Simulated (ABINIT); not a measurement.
# AlN (F-43m): one start, several treatments of the self-energy

How much does the gap of AlN (F-43m) depend on the approximation to the self-energy?

Program: ABINIT 10.8.3. Level of theory: PBE and many-body steps on it, plane waves. Results are calculated unless marked as measured.

**1. The structure**

The structure is cubic, space group F-43m (No. 216). The conventional cell has a = 4.368 Å, b = 4.368 Å, c = 4.368 Å, α = 90.00°, β = 90.00°, γ = 90.00°. Nearest to Al lie 4 N at 1.89 Å. N has 4 Al at 1.89 Å nearest. Farther neighbours and most contacts between anions are not listed.

The cell and positions are those that the Materials Project relaxed with its own functionals (PBE, PBE+U or r2SCAN), kept fixed. This is not the form that AlN usually takes at ambient conditions.

**2. Empty states on the mesh, 8×8×8 mesh, 187 bands**

This step: ABINIT 10.8.3; DFT, PBE, plane waves, norm-conserving pseudopotentials.

The sums over transitions need many empty states on a uniform mesh; this step solves for them.

The input, run.abi:

```
acell 3*1.0 Angstrom
rprim 
  -0.000000000000 2.183993559600 2.183993559600
  2.183993559600 -0.000000000000 2.183993559600
  2.183993559600 2.183993559600 -0.000000000000
ntypat 2
znucl 13 7
natom 2
typat 1 2
xred 
  0.000000000000 0.000000000000 0.000000000000
  0.750000000000 0.750000000000 0.750000000000
pp_dirpath "pseudos"
pseudos "Al.upf, N.upf"
ecut 36
ngkpt 8 8 8
nshiftk 1
shiftk 0 0 0
kptopt 1
chksymbreak 0
irdden 1
istwfk *1
nband 187
prtvol 0
optdriver 6
gwr_task "HDIAGO"
paral_kgb 0
occopt 1
indata_prefix "in"
outdata_prefix "out"
tmpdata_prefix "tmp"
```

The run is started by

```
$ OMP_NUM_THREADS=1 mpirun -n 8 abinit run.abi > log
```

The log of the run:

```text
.Version 10.8.3 of ABINIT. v10.8.2 released Aug 2026.

 Symmetries : space group F-4 3 m (#216); Bravais cF (face-center cubic)
[... echo of the input left out ...]
== DATASET  1 ==================================================================
-   mpi_nproc: 8, omp_nthreads: 1 (-1 if OMP is not activated)

--- !DatasetInfo
iteration_state: {dtset: 1, }
dimensions: {natom: 2, nkpt: 29, mband: 187, nsppol: 1, nspinor: 1, nspden: 1, mpw: 1475, }
cutoff_energies: {ecut:  36.0, pawecutdg:  -1.0, }
[...]
Indirect band gap semiconductor
 Fundamental gap:     3.325 (eV)
   VBM:     5.159 (eV) at k: [ 0.0000E+00,  0.0000E+00,  0.0000E+00]
   CBM:     8.483 (eV) at k: [ 5.0000E-01,  5.0000E-01,  0.0000E+00]
 Direct gap:         4.192 (eV) at k: [ 0.0000E+00,  0.0000E+00,  0.0000E+00]

== END DATASET(S) ==============================================================
================================================================================

 -outvars: echo values of variables after computation  --------
           etotal      0.0000000000E+00
            nband         187
             nkpt          29
          spgroup         216
 [... the other variables as echoed above ...]

 Calculation completed.
```

Elapsed: 15 s, on 8 MPI ranks of Intel Xeon Platinum 8488C (Sapphire Rapids), shared host; peak memory 1.2 GiB; 2 min of CPU time.

Numbers from this step:

* gap: 3.325 eV
* k of the valence top: 0, 0, 0
* k of the conduction bottom: 0.5, 0.5, 0
* least direct gap: 4.192 eV
* k points computed: 29
* lowest point of the top converged band, above the valence top: 222.0670 eV

On this mesh the gap is 3.325 eV.

The density comes from a self-consistent run that is not shown.

**3. Screening, 8×8×8 mesh, 179 bands, screening to 304.8 eV**

The RPA dielectric matrix is built and inverted for each q.

This step: RPA screening on PBE, plane waves, norm-conserving pseudopotentials.

Changes to run.abi since step 2:

```diff
@@ -20,10 +20,11 @@
 chksymbreak 0
-irdden 1
 istwfk *1
-nband 187
-prtvol 0
-optdriver 6
-gwr_task "HDIAGO"
-paral_kgb 0
 occopt 1
+irdwfk 1
+optdriver 3
+nband 179
+ecuteps 11.2
+inclvkb 2
+awtr 1
+symchi 1
 indata_prefix "in"
```

The log of the run:

```text
.Version 10.8.3 of ABINIT. v10.8.2 released Aug 2026.

 Symmetries : space group F-4 3 m (#216); Bravais cF (face-center cubic)
[... echo of the input left out ...]
== DATASET  1 ==================================================================
-   mpi_nproc: 8, omp_nthreads: 1 (-1 if OMP is not activated)

--- !DatasetInfo
iteration_state: {dtset: 1, }
dimensions: {natom: 2, nkpt: 29, mband: 179, nsppol: 1, nspinor: 1, nspden: 1, mpw: 1475, }
cutoff_energies: {ecut:  36.0, pawecutdg:  -1.0, }
electrons: {nelect:   8.00000000E+00, charge:   0.00000000E+00, occopt:   1.00000000E+00, tsmear:   1.00000000E-02, }

 SCREENING: Calculation of the susceptibility and dielectric matrices

 Based on a program developped by R.W. Godby, V. Olevano, G. Onida, and L. Reining.
 Incorporated in ABINIT by V. Olevano, G.-M. Rignanese, and M. Torrent.
.Using double precision arithmetic ; gwpc =  8

[... cell and pseudopotentials left out ...]
--------------------------------------------------------------------------------

 ==== K-mesh for the wavefunctions ====
 Number of points in the irreducible wedge :    29
[... list of points left out ...]
 Together with 24 symmetry operations and time-reversal symmetry
 yields   512 points in the full Brillouin Zone.

 ==== Q-mesh for the screening function ====
 Number of points in the irreducible wedge :    29
[... list of points left out ...]
 Together with 24 symmetry operations and time-reversal symmetry
 yields   512 points in the full Brillouin Zone.

 setmesh: FFT mesh size selected  =    25x   25x   25
          total number of points  =        15625

 vcoul_init : cutoff-mode = AUXILIARY_FUNCTION
 q-points for optical limit:   1
     1)      0.000010    0.000020    0.000030

- screening: taking advantage of time-reversal symmetry
- Maximum band index for partially occupied states nbvw = 4
- Remaining bands to be divided among processors   nbcw = 175
- Number of bands treated by each node ~21

 Number of electrons calculated from density =    8.0000; Expected =    8.0000
 average of density, n =  0.056900
 r_s =    1.6129
 omega_plasma =   23.0097 [eV]

 calculating chi0 at frequencies [eV] :
  1    0.000000E+00    0.000000E+00
  2    0.000000E+00    2.300966E+01

--------------------------------------------------------------------------------
  q-point number  1        q = ( 0.000000, 0.000000, 0.000000) [r.l.u.]
--------------------------------------------------------------------------------
[... chi0 elements left out ...]
 For q-point:  0.000010 0.000020 0.000030
  dielectric constant =   4.2696
  dielectric constant without local fields =   4.7098

  Average fulfillment of the sum rule on Im[epsilon] for q-point    1 :     95.03  [%]
[... wings left out ...]
  q-point number  2        q = ( 0.125000, 0.000000, 0.000000) [r.l.u.]
--------------------------------------------------------------------------------
[... chi0 elements left out ...]
  Average fulfillment of the sum rule on Im[epsilon] for q-point    2 :     98.62  [%]

 [... 27 further q-points ...]
```

It took 4.7 min on 8 MPI ranks; peak memory 2.9 GiB.

This step gave:

```
ε∞ with local fields, on this mesh, along the program's q direction : 4.270
the same without local fields                                       : 4.710
plasma frequency                                                    : 23.01 eV
plane waves in the screening matrix                                 : 259
```

Local fields lower ε∞ by 9 %.

**4. G0W0, Godby-Needs plasmon pole**

The self-energy is evaluated for the states that the input lists, and the levels follow from it, in one-shot runs by the linearised quasiparticle equation.

This step: G0W0 on PBE, plane waves, norm-conserving pseudopotentials.

Changes to run.abi since step 3:

```diff
@@ -23,8 +23,17 @@
 irdwfk 1
-optdriver 3
+optdriver 4
 nband 179
+gwcalctyp 0
+ecutsigx 36
+symsigma 1
+nkptgw 2
+kptgw 
+  0.0000000000 0.0000000000 0.0000000000
+  0.5000000000 0.5000000000 0.0000000000
+bdgw 
+  2 8
+  3 6
 ecuteps 11.2
-inclvkb 2
-awtr 1
-symchi 1
+irdscr 1
+ppmodel 1
 indata_prefix "in"
```

The log of the run:

```text
.Version 10.8.3 of ABINIT. v10.8.2 released Aug 2026.

 Symmetries : space group F-4 3 m (#216); Bravais cF (face-center cubic)
[... echo of the input left out ...]
== DATASET  1 ==================================================================
-   mpi_nproc: 8, omp_nthreads: 1 (-1 if OMP is not activated)

--- !DatasetInfo
iteration_state: {dtset: 1, }
dimensions: {natom: 2, nkpt: 29, mband: 179, nsppol: 1, nspinor: 1, nspden: 1, mpw: 1475, }
cutoff_energies: {ecut:  36.0, pawecutdg:  -1.0, }
electrons: {nelect:   8.00000000E+00, charge:   0.00000000E+00, occopt:   1.00000000E+00, tsmear:   1.00000000E-02, }

 SIGMA: Calculation of the GW corrections

 Based on a program developped by R.W. Godby, V. Olevano, G. Onida, and L. Reining.
 Incorporated in ABINIT by V. Olevano, G.-M. Rignanese, and M. Torrent.
.Using double precision arithmetic ; gwpc =  8

[... cell and pseudopotentials left out ...]
--------------------------------------------------------------------------------

 ==== K-mesh for the wavefunctions ====
 Number of points in the irreducible wedge :    29
[... list of points left out ...]
 Together with 24 symmetry operations and time-reversal symmetry
 yields   512 points in the full Brillouin Zone.

 ==== Q-mesh for screening function ====
 Number of points in the irreducible wedge :    29
[... list of points left out ...]
 Together with 24 symmetry operations and time-reversal symmetry
 yields   512 points in the full Brillouin Zone.

 vcoul_init : cutoff-mode = AUXILIARY_FUNCTION
 q-points for optical limit:   1
     1)      0.000010    0.000020    0.000030
 setmesh: FFT mesh size selected  =    32x   32x   32
          total number of points  =        32768

 Number of electrons calculated from density =    8.0000; Expected =    8.0000
 average of density, n =  0.056900
 r_s =    1.6129
 omega_plasma =   23.0097 [eV]

 === KS Band Gaps ===
  >>>> For spin  1
   Minimum direct gap =   4.1921 [eV], located at k-point      :   0.0000  0.0000  0.0000
   Fundamental gap    =   3.3248 [eV], Top of valence bands at :   0.0000  0.0000  0.0000
                                       Bottom of conduction at :   0.5000  0.5000  0.0000
 SIGMA fundamental parameters:
 PLASMON POLE MODEL  1
 number of plane-waves for SigmaX                 1459
 number of plane-waves for SigmaC and W            259
 number of plane-waves for wavefunctions          1459
 number of bands                                   179
 number of independent spin polarizations            1
 number of spinorial components                      1
 number of k-points in IBZ                          29
 number of q-points in IBZ                          29
 number of symmetry operations                      24
 number of k-points in BZ                          512
 number of q-points in BZ                          512
 number of frequencies for dSigma/dE                 9
 frequency step for dSigma/dE [eV]                0.25
 number of omega for Sigma on real axis              0
 max omega for Sigma on real axis  [eV]           0.00
 zcut for avoiding poles [eV]                     0.10

 EPSILON^-1 parameters (SCR file):
 dimension of the eps^-1 matrix on file            259
 dimension of the eps^-1 matrix used               259
 number of plane-waves for wavefunctions          1459
 number of bands                                   179
 number of q-points in IBZ                          29
 number of frequencies                               2
 number of real frequencies                          1
 number of imag frequencies                          1

 matrix elements of self-energy operator (all in [eV])

 Perturbative Calculation

--- !SelfEnergy_ee
iteration_state: {dtset: 1, }
kpoint     : [   0.000,    0.000,    0.000, ]
spin       : 1
KS_gap     :    4.192
QP_gap     :    5.615
Delta_QP_KS:    1.423
data: !SigmaeeData |
     Band     E0 <VxcDFT>   SigX SigC(E0)      Z dSigC/dE  Sig(E)    E-E0       E
        2   5.159 -16.959 -20.982   2.789   0.784  -0.275 -17.927  -0.968   4.190
        3   5.159 -16.959 -20.982   2.789   0.784  -0.275 -17.927  -0.968   4.190
        4   5.159 -16.959 -20.982   2.789   0.784  -0.275 -17.927  -0.968   4.190
        5   9.351 -12.532  -8.117  -3.857   0.815  -0.227 -12.078   0.455   9.805
        6  17.748  -9.893  -4.100  -5.101   0.822  -0.217  -9.323   0.569  18.317
        7  17.748  -9.893  -4.100  -5.101   0.822  -0.217  -9.323   0.569  18.317
        8  17.748  -9.893  -4.100  -5.101   0.822  -0.217  -9.323   0.569  18.317

--- !SelfEnergy_ee
iteration_state: {dtset: 1, }
kpoint     : [   0.500,    0.500,    0.000, ]
spin       : 1
KS_gap     :    5.100
QP_gap     :    6.650
Delta_QP_KS:    1.550
data: !SigmaeeData |
     Band     E0 <VxcDFT>   SigX SigC(E0)      Z dSigC/dE  Sig(E)    E-E0       E
        3   3.383 -15.431 -20.140   3.122   0.780  -0.281 -16.669  -1.238   2.145
        4   3.383 -15.431 -20.140   3.122   0.780  -0.281 -16.669  -1.238   2.145
        5   8.483  -9.207  -5.053  -3.781   0.836  -0.197  -8.895   0.312   8.795
        6  13.810  -9.462  -4.398  -4.407   0.838  -0.193  -8.912   0.550  14.360

== END DATASET(S) ==============================================================
================================================================================

 -outvars: echo values of variables after computation  --------
           etotal      0.0000000000E+00
            nband         179
             nkpt          29
          spgroup         216
 [... the other variables as echoed above ...]

 Calculation completed.
```

Run time: 65 s. Hardware: 8 MPI ranks; peak memory 3.1 GiB.

Numbers from this step:

| Quantity | Value |
| --- | --- |
| G0W0 gap on the points computed | 4.605 eV |
| starting gap on the mesh | 3.325 eV |
| k of the valence top | 0, 0, 0 |
| k of the conduction bottom | 0.5, 0.5, 0 |
| Z at the valence top | 0.784 |
| Z at the conduction bottom | 0.836 |
| least direct G0W0 gap on the computed points | 5.615 eV |

The gap on the mesh goes from 3.32 eV to 4.60 eV, a correction of +1.28 eV.

(Continued in part 2 of 2.)

[Paths, hosts, dates, memory and timing lines, banners, echoed tables and standing remarks are left out of the program output.]

[Logs are printed without paths, hosts, clocks, repeated set-up lines and the standing remarks that a program may print on its own settings, such as how far it seeks lower states.]

[Runs of the session that timed out or met a known fault of the program may be left out.]

[No measured gap is set beside runs whose start may be inverted or whose files or cutoffs have a known fault.]

[Hosts, paths, dates, database ids (printed as entryN), source tags and the programs' standing remarks are cut or masked in the printed files.]

[G0W0 gaps are taken among the corrected bands and points alone; a level outside them can change the order at an edge.]

[Where Ansatz stands beside ABINIT at settings called matched, ABINIT's density can come from a denser mesh and the files from another edition; pairs whose starting gaps differed by over 0.03 eV were left out, so agreement reads better than it is.]
